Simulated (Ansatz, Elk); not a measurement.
# ScAl2Ru2: X-ray structure factors from the self-consistent density

The structure of ScAl2Ru2 used here is made up (a known structure type with other elements) and was relaxed beforehand with PBE. The aim is the Fourier transform of its all-electron density, F(hkl), set beside the sum over free spherical atoms that refinements use.

Main program and level: Elk 11.2.3 (patched build); DFT, PBE, all-electron APW+lo, Dirac cores, scalar-relativistic bands, static density, no spin.

The structure was built from a prototype and need not be the compound's stable phase.

### Step 1. Starting point

It takes space group P-3m1 (No. 164, trigonal). Conventional cell: a = 4.378 Å, b = 4.378 Å, c = 5.102 Å, α = 90.00°, β = 90.00°, γ = 120.00°. Nearest to Ru lie 5 Al at 2.49 to 2.68 Å and 3 Sc at 2.67 Å. Nearest to Sc lie 6 Ru at 2.67 Å. Nearest to Al lie 5 Ru at 2.49 to 2.68 Å. Farther neighbours are not listed.

### Step 2. Ground state and structure factors

An all-electron density is needed, since X-rays see the cores too. Task 0 finds the density and task 195 Fourier-transforms it; tshift is off so that phases refer to the origin typed.

File elk.in:

```
tasks
  0
  195

xctype
  20

spinpol
  .false.

rgkmax
  7.0

gmaxvr
  14.0

lmaxo
  7

lmaxapw
  8

swidth
  0.002

tshift
  .false.

ramdisk
  .false.

hmaxvr
  5.5

maxscl
  120

epspot
  1e-06

sppath
  './'

avec
  8.27275852285 0.00000000000 -0.00000000000
  -4.13637926142 7.16441904016 0.00000000000
  -0.00000000000 0.00000000000 9.64062783118

atoms
  3
  'Ru.in'
  2
  0.6666666667 0.3333333333 0.8323314710   0.000000 0.000000 0.000000
  0.3333333333 0.6666666667 0.1676685290   0.000000 0.000000 0.000000
  'Sc.in'
  1
  -0.0000000000 0.0000000000 -0.0000000000   0.000000 0.000000 0.000000
  'Al.in'
  2
  0.6666666667 0.3333333333 0.3434287418   0.000000 0.000000 0.000000
  0.3333333333 0.6666666667 0.6565712582   0.000000 0.000000 0.000000

ngridk
  6 6 5
```

Launch:

```
$ OMP_NUM_THREADS=4 elk
```

Numbers of over 12 decimals in the logs are rounded to 6 here.

Log:

```text
┌─────────────────────────┐
│ Elk code version 11.2.3 │
└─────────────────────────┘

All units are atomic (Hartree, Bohr, etc.)

┌─────────────────────────────────────────────────┐
│ Ground-state run starting from atomic densities │
└─────────────────────────────────────────────────┘

Lattice vectors :
   8.272758523       0.000000000      -0.000000000
  -4.136379261       7.164419040       0.000000000
  -0.000000000       0.000000000       9.640627831

Reciprocal lattice vectors :
  0.7595030472      0.4384992888       0.000000000
  -0.000000000      0.8769985775      -0.000000000
   0.000000000       0.000000000      0.6517402619

Unit cell volume      :    571.3952749
Brillouin zone volume :   0.4341131688

Muffin-tin inner radius fraction :   0.1000000000E-01

Nuclei treated as point charges

Species : 1 (Ru)
 parameters loaded from : Ru.in
 name : ruthenium
 nuclear charge    :   -44.00000000
 electronic charge :    44.00000000
 atomic mass :    184239.3393
 muffin-tin radius :    2.525970015
 number of radial points in muffin-tin :   1193
 inner part over the whole radius :   0.9913868982E-02
 number on inner part of muffin-tin    :    848
 approximate nuclear radius :   0.8462081736E-04
 number of mesh points to nuclear radius :    423
 atomic positions (lattice), magnetic fields (Cartesian) :
  1 :  -0.33333333  0.33333333 -0.16766853    0.00000000  0.00000000  0.00000000
  2 :   0.33333333 -0.33333333  0.16766853    0.00000000  0.00000000  0.00000000

Species : 2 (Sc)
 parameters loaded from : Sc.in
 name : scandium
 nuclear charge    :   -21.00000000
 electronic charge :    21.00000000
 atomic mass :    81949.61073
 muffin-tin radius :    2.400000000
 number of radial points in muffin-tin :    993
 inner part over the whole radius :   0.9898716403E-02
 number on inner part of muffin-tin    :    698
 approximate nuclear radius :   0.6711386133E-04
 number of mesh points to nuclear radius :    323
 atomic positions (lattice), magnetic fields (Cartesian) :
  1 :   0.00000000  0.00000000  0.00000000    0.00000000  0.00000000  0.00000000

Species : 3 (Al)
 parameters loaded from : Al.in
 name : aluminium
 nuclear charge    :   -13.00000000
 electronic charge :    13.00000000
 atomic mass :    49184.33496
 muffin-tin radius :    2.137359243
 number of radial points in muffin-tin :    793
 inner part over the whole radius :   0.9907902765E-02
 number on inner part of muffin-tin    :    552
 approximate nuclear radius :   0.5839653600E-04
 number of mesh points to nuclear radius :    244
 atomic positions (lattice), magnetic fields (Cartesian) :
  1 :  -0.33333333  0.33333333  0.34342874    0.00000000  0.00000000  0.00000000
  2 :   0.33333333 -0.33333333 -0.34342874    0.00000000  0.00000000  0.00000000

Total number of atoms per unit cell :    5
Total muffin-tin volume :    274.7270125
 ratio of muffin-tin to unit cell volume :   0.4808002875

Spin treatment :
 spin-unpolarised

Number of Bravais lattice symmetries :   24
Number of crystal symmetries         :   12
Crystal has inversion symmetry
Real symmetric eigensolver will be used

k-point grid :      6     6     5
k-point offset :    0.000000000       0.000000000       0.000000000
k-point set is reduced with full crystal symmetry group
Total number of k-points :       27

Muffin-tin radius times maximum |G+k| :    7.000000000
 using average radius
Maximum |G+k| for APW functions       :    2.984652444
Maximum (1/2)|G+k|²                   :    4.454075106
Maximum |G| for potential and density :    14.00000000
Constant for pseudocharge density :    9
 order of it for each species :   16  16  16
 order of it for pair densities of each species (exact exchange by exxq0 0: 17) :   11  10   7
Radial integration step length :    1

G-vector grid sizes :     40    40    45
Number of G-vectors :    26491

Maximum angular momentum used for
 APW functions            :    8
 outer part of muffin-tin :    7
 inner part of muffin-tin :    2

Total nuclear charge    :   -135.0000000
[...]
correlation                 :     -6.578952
 electron entropic           :    -0.14208160686941E-02
 total energy                :     -10314.795491966

Density of states at Fermi energy :    106.5586162
 (states/Hartree/unit cell)

Estimated indirect band gap :   0.1631024840E-02
 from k-point 3 to k-point 15
Estimated direct band gap   :   0.6721746124E-02
 at k-point 3

Charges :
 core                        :    74.00000000
 valence                     :    61.00000000
 interstitial                :    7.894073277
 muffin-tins (core leakage)
  species : 1 (Ru)
   atom 1                    :    42.63209600     ( -0.2588219594E-06)
[...]
species : 2 (Sc)
[...]
species : 3 (Al)
[...]
total in muffin-tins        :    127.1059267
 total calculated charge     :    134.9981989
 total charge                :    135.0000000
 error                       :   0.1801138400E-02

RMS change in Kohn-Sham potential (target) :   0.4393228516     (  0.1000000000E-05)
Absolute change in total energy (target)   :   0.3321176723     (  0.1000000000E-03)

[... loops 3 to 15 left out ...]

┌──────────────────┐
│ Loop number : 16 │
└──────────────────┘

Energies :
 Fermi                       :     0.280516
 sum of occupied eigenvalues :     -6111.4681929362
 electron kinetic            :      10687.403249843
 core electron kinetic       :      10245.503229266
 Coulomb                     :     -20656.840537581
 Coulomb potential           :     -16350.855329885
 nuclear-nuclear             :     -1181.9189918440
 electron-nuclear            :     -22631.103502397
 Hartree                     :      3156.1819566601
 Madelung                    :     -12481.412872639
 xc potential                :     -448.01611289387
 exchange                    :     -337.63192684817
 correlation                 :     -6.578810
 electron entropic           :    -0.10542282738075E-02
 total energy                :     -10313.649078978

Density of states at Fermi energy :    80.22835287
 (states/Hartree/unit cell)

Estimated indirect band gap :   0.1248820007E-02
 from k-point 15 to k-point 12
Estimated direct band gap   :   0.1336682546E-01
 at k-point 2

Charges :
 core                        :    74.00000000
 valence                     :    61.00000000
 interstitial                :    7.517867749
 muffin-tins (core leakage)
  species : 1 (Ru)
[...]
species : 2 (Sc)
[...]
species : 3 (Al)
[...]
total in muffin-tins        :    127.4821323
 total calculated charge     :    134.9982743
 total charge                :    135.0000000
 error                       :   0.1725715366E-02

RMS change in Kohn-Sham potential (target) :   0.3876654415E-06 (  0.1000000000E-05)
Absolute change in total energy (target)   :   0.4562614595E-04 (  0.1000000000E-03)

Convergence targets achieved

┌──────────────────┐
│ Loop number : 17 │
└──────────────────┘

Energies :
 Fermi                       :     0.280516
 sum of occupied eigenvalues :     -6111.4681881526
 electron kinetic            :      10687.403256927
 core electron kinetic       :      10245.503226748
 Coulomb                     :     -20656.840539712
 Coulomb potential           :     -16350.855323620
 nuclear-nuclear             :     -1181.9189918440
 electron-nuclear            :     -22631.103513937
 Hartree                     :      3156.1819660689
 Madelung                    :     -12481.412877902
 xc potential                :     -448.01612145952
 exchange                    :     -337.63192709956
 correlation                 :     -6.578810
 electron entropic           :    -0.10542277757548E-02
 total energy                :     -10313.649074257

Density of states at Fermi energy :    80.22831170
 (states/Hartree/unit cell)

Estimated indirect band gap :   0.1248823202E-02
 from k-point 15 to k-point 12
Estimated direct band gap   :   0.1336682789E-01
 at k-point 2

Charges :
 core                        :    74.00000000
 valence                     :    61.00000000
 interstitial                :    7.517867274
 muffin-tins (core leakage)
  species : 1 (Ru)
[...]
species : 2 (Sc)
   atom 1                    :    19.33731102     ( -0.2162804087E-06)
  species : 3 (Al)
   atom 1                    :    11.13965716     (  0.6549414765E-03)
   atom 2                    :    11.13965716     (  0.6549414765E-03)
 total in muffin-tins        :    127.4821327
 total calculated charge     :    134.9982743
 total charge                :    135.0000000
 error                       :   0.1725715858E-02

┌──────────────────────────────┐
│ Self-consistent loop stopped │
└──────────────────────────────┘

Warning : core states of species 3 leak from the muffin-tin :   0.6549414765E-03

Wrote STATE.OUT
```

It took 50 s on 4 threads of Arm Neoverse N1, shared host; peak memory 0.18 GiB; 2.3 min of CPU time.

SFACRHO.OUT:

```text

h k l indices transformed by vhmat matrix:
   1.000000000       0.000000000       0.000000000    
   0.000000000       1.000000000       0.000000000    
   0.000000000       0.000000000       1.000000000    

      h      k      l  multipl.   |H|            Re(F)            Im(F)           |F|

      0      0      0      1   0.0000000       135.00000      0.11796822E-16   135.00000    
      0      0     -1      2  0.65174026       46.641911     -0.89209152E-14   46.641911    
     -1      1      0      6  0.87699858      -32.333655      0.20815469E-13   32.333655    
      1     -1     -1      6   1.0926536      -38.378396     -0.76818992E-14   38.378396    
      0     -1     -1      6   1.0926536       44.984650     -0.29736384E-14   44.984650    
      0      0     -2      2   1.3034805      -27.654135      0.12885766E-13   27.654135    
      1      1      0      6   1.5190061       98.161194     -0.18694504E-13   98.161194    
      1     -1      2      6   1.5710468       96.804298      0.60959587E-13   96.804298    
     -1      1      2      6   1.5710468      -28.372772      -0.0000000       28.372772    
     -1      2      1     12   1.6529201       36.198136     -0.69384896E-14   36.198136    
      0      2      0      6   1.7539972      -26.357091      0.14868192E-13   26.357091    
     -2      2      1      6   1.8711685       36.572904     -0.21806682E-13   36.572904    
      2     -2      1      6   1.8711685      -32.368001     -0.94846675E-13   32.368001    
      0      0     -3      2   1.9552208      -32.188628      0.47578214E-13   32.188628    
     -1      2     -2     12   2.0016096      -23.991847      0.24780320E-13   23.991847    
     -1      0      3      6   2.1428987       29.910401      0.35683661E-13   29.910401    
      0     -1      3      6   2.1428987       36.660468      0.25771533E-13   36.660468    
      2     -2     -2      6   2.1853072       83.650082      0.38781201E-13   83.650082
```

Elk indexes on the primitive cell of elk.in and gives |H| = 4π sin θ/λ in inverse bohr. Below, one row stands for each form hkl of the conventional cell (m members, Friedel mates merged), F is for one primitive cell and the density is static (no thermal factor). Free-atom factors are Waasmaier and Kirfel's, and R is Σm||F|−|F'||/Σm|F|.

```
hkl   m  sin θ/λ (Å⁻¹)  abs F, DFT  neutral atoms   diff.
001   2          0.098      46.642         46.360  +0.282
100   6          0.132      32.334         32.218  +0.116
101   6          0.164      38.378         38.556  -0.178
011   6          0.164      44.985         45.054  -0.069
002   2          0.196      27.654         27.956  -0.302
110   6          0.228      98.161         98.830  -0.669
012   6          0.236      96.804         97.412  -0.608
102   6          0.236      28.373         28.718  -0.345
111  12          0.249      36.198         36.449  -0.251
200   6          0.264      26.357         26.577  -0.220
201   6          0.281      36.573         36.813  -0.241
021   6          0.281      32.368         32.488  -0.120
003   2          0.294      32.189         32.125  +0.063
112  12          0.301      23.992         24.145  -0.153
013   6          0.322      29.910         29.806  +0.105
103   6          0.322      36.660         36.687  -0.027
202   6          0.329      83.650         83.855  -0.205
022   6          0.329      25.306         25.360  -0.055
210  12          0.349      23.802         23.767  +0.035
121  12          0.362      32.196         32.059  +0.136
211  12          0.362      29.022         29.019  +0.003
113  12          0.372      28.965         28.885  +0.080
```

### Step 3. The highest occupied states alone

An energy window below the Fermi level keeps the highest occupied states, to see at which angles they scatter; shallow core shells can lie inside it and anion s states outside. No new self-consistency is needed.

Changes to elk.in since step 2:

```diff
@@ -1,3 +1,2 @@
 tasks
-  0
   195
@@ -40,2 +39,5 @@
 
+wsfac
+  -0.270720 0.580520
+
 sppath
```

Launch:

```
$ OMP_NUM_THREADS=4 elk
```

Log:

```text
┌─────────────────────────────────┐
│ Elk code version 11.2.3 started │
└─────────────────────────────────┘

Info(readinput): the functional depends on the density's gradient
 muffin-tin radial points multiplied by    2.00000
 (not where nrmtscf is given)

┌────────────────────┐
│ Current task : 195 │
└────────────────────┘
Info(checkmt): changed muffin-tin radius of species 1 (Ru) from   2.6000 to   2.5260
Info(checkmt): changed muffin-tin radius of species 3 (Al) from   2.2000 to   2.1374

Info(sfacrho): density structure factors written to SFACRHO.OUT

 Energy window :  -0.2707200000      0.5805200000

┌──────────────────┐
│ Elk code stopped │
└──────────────────┘
```

The job ended after 17 s (4 threads; peak memory 0.16 GiB; 20 s of CPU time).

States within 15 eV below the Fermi level hold 25.00 electrons; any levels below the window count with the cores. Their amplitudes can exceed the total, where window and core parts have opposite phase:

```
hkl  sin θ/λ (Å⁻¹)  abs F, window  abs F, all
001          0.098          5.728      46.642
100          0.132          4.957      32.334
101          0.164          5.842      38.378
011          0.164          3.843      44.985
002          0.196          2.433      27.654
110          0.228          4.027      98.161
012          0.236          3.700      96.804
102          0.236          1.335      28.373
111          0.249          1.782      36.198
200          0.264          0.969      26.357
```

### Step 4. Another functional

The difference from free atoms is small, so it is set against the change that LDA (Perdew-Wang) makes.

Changes to elk.in since step 3:

```diff
@@ -1,2 +1,3 @@
 tasks
+  0
   195
@@ -4,3 +5,3 @@
 xctype
-  20
+  3
 
@@ -39,5 +40,2 @@
 
-wsfac
-  -0.270720 0.580520
-
 sppath
```

Launch:

```
$ OMP_NUM_THREADS=4 elk
```

Log:

```text
┌─────────────────────────┐
│ Elk code version 11.2.3 │
└─────────────────────────┘

All units are atomic (Hartree, Bohr, etc.)

┌─────────────────────────────────────────────────┐
│ Ground-state run starting from atomic densities │
└─────────────────────────────────────────────────┘

Lattice vectors :
   8.272758523       0.000000000      -0.000000000
  -4.136379261       7.164419040       0.000000000
  -0.000000000       0.000000000       9.640627831

Reciprocal lattice vectors :
  0.7595030472      0.4384992888       0.000000000
[...]
species : 1 (Ru)
[...]
species : 2 (Sc)
[...]
species : 3 (Al)
   atom 1                    :    11.15318917     (  0.6933384003E-03)
   atom 2                    :    11.15318917     (  0.6933384003E-03)
 total in muffin-tins        :    127.5343557
 total calculated charge     :    134.9981766
 total charge                :    135.0000000
 error                       :   0.1823402618E-02

┌──────────────────────────────┐
│ Self-consistent loop stopped │
└──────────────────────────────┘

Warning : core states of species 3 leak from the muffin-tin :   0.6933384003E-03

Wrote STATE.OUT
[key lines of the parts left out:]
total energy                :     -10301.281752874
```

Wall time 30 s (4 threads); peak memory 0.16 GiB.

Against the first run R = 0.05 %; the largest change is -0.049 at 202.

### Step 5. A coarser k-mesh

About half the k-points along each axis test the sampling.

Changes to elk.in since step 4:

```diff
@@ -5,3 +5,3 @@
 xctype
-  3
+  20
 
@@ -63,2 +63,2 @@
 ngridk
-  6 6 5
+  3 3 2
```

Launch:

```
$ OMP_NUM_THREADS=4 elk
```

Log:

```text
┌─────────────────────────┐
│ Elk code version 11.2.3 │
└─────────────────────────┘

All units are atomic (Hartree, Bohr, etc.)

┌─────────────────────────────────────────────────┐
│ Ground-state run starting from atomic densities │
└─────────────────────────────────────────────────┘

Lattice vectors :
   8.272758523       0.000000000      -0.000000000
  -4.136379261       7.164419040       0.000000000
  -0.000000000       0.000000000       9.640627831

Reciprocal lattice vectors :
  0.7595030472      0.4384992888       0.000000000
[...]
species : 1 (Ru)
[...]
species : 2 (Sc)
[...]
species : 3 (Al)
   atom 1                    :    11.13626367     (  0.6543785025E-03)
   atom 2                    :    11.13626367     (  0.6543785025E-03)
 total in muffin-tins        :    127.4976273
 total calculated charge     :    134.9983958
 total charge                :    135.0000000
 error                       :   0.1604196214E-02

┌──────────────────────────────┐
│ Self-consistent loop stopped │
└──────────────────────────────┘

Warning : core states of species 3 leak from the muffin-tin :   0.6543785025E-03

Wrote STATE.OUT
[key lines of the parts left out:]
total energy                :     -10313.639449238
```

Run time: 29 s. Hardware: 4 threads; peak memory 0.18 GiB.

Against the first run R = 0.02 %; the largest change is +0.020 at 001.

### Step 6. Settings against the effect

```
              run  R against the first run (%)  R against neutral atoms, low angle (%)  wall time
    PBE, rgkmax 7                         0.00                                    0.61       50 s
LDA (Perdew-Wang)                         0.05                                    0.62       30 s
     k-mesh 3×3×2                         0.02                                    0.60       29 s
```

### Step 7. Results

```yaml
r_against_neutral_atoms_sin_theta_lambda_0p3_a_minus1: 0.61 %
r_against_neutral_atoms_0p3_to_0p77_a_minus1: 0.21 %
```

Independent neutral atoms miss the calculated amplitudes by R = 0.61 % below 0.3 Å⁻¹ and 0.21 % from there to 0.77 Å⁻¹; by shells, 0.44 % below 0.15 Å⁻¹ (2 forms), 0.62 % 0.15 to 0.3 (11 forms), 0.28 % 0.3 to 0.45 (21 forms), 0.19 % above 0.45 (115 forms). Bonding, aspherical density and the tables' own atoms all enter these figures, and the runs don't part them. The largest change of an amplitude is -0.67 electrons, at 110. The window's part falls from 25.0 electrons at the origin to at most 0.38 between 0.45 and 0.77 Å⁻¹. Below 0.3 Å⁻¹ the changes that finished (LDA (Perdew-Wang) and k-mesh 3×3×2) move F by R = 0.03 % at most, against the 0.61 % that separates it from free atoms. The basis has no finished test. These runs have no spin, though d or f shells may be open. Part of the difference isn't bonding: the tables are fits to free atoms and ions calculated by other methods than this functional. Thermal motion, anomalous dispersion and extinction are left out.

[Logs are printed without paths, hosts, clocks, repeated set-up lines and the standing remarks that a program may print on its own settings, such as how far it seeks lower states.]

[Hosts, paths, dates, database ids (printed as entryN), source tags and the programs' standing remarks are cut or masked in the printed files.]
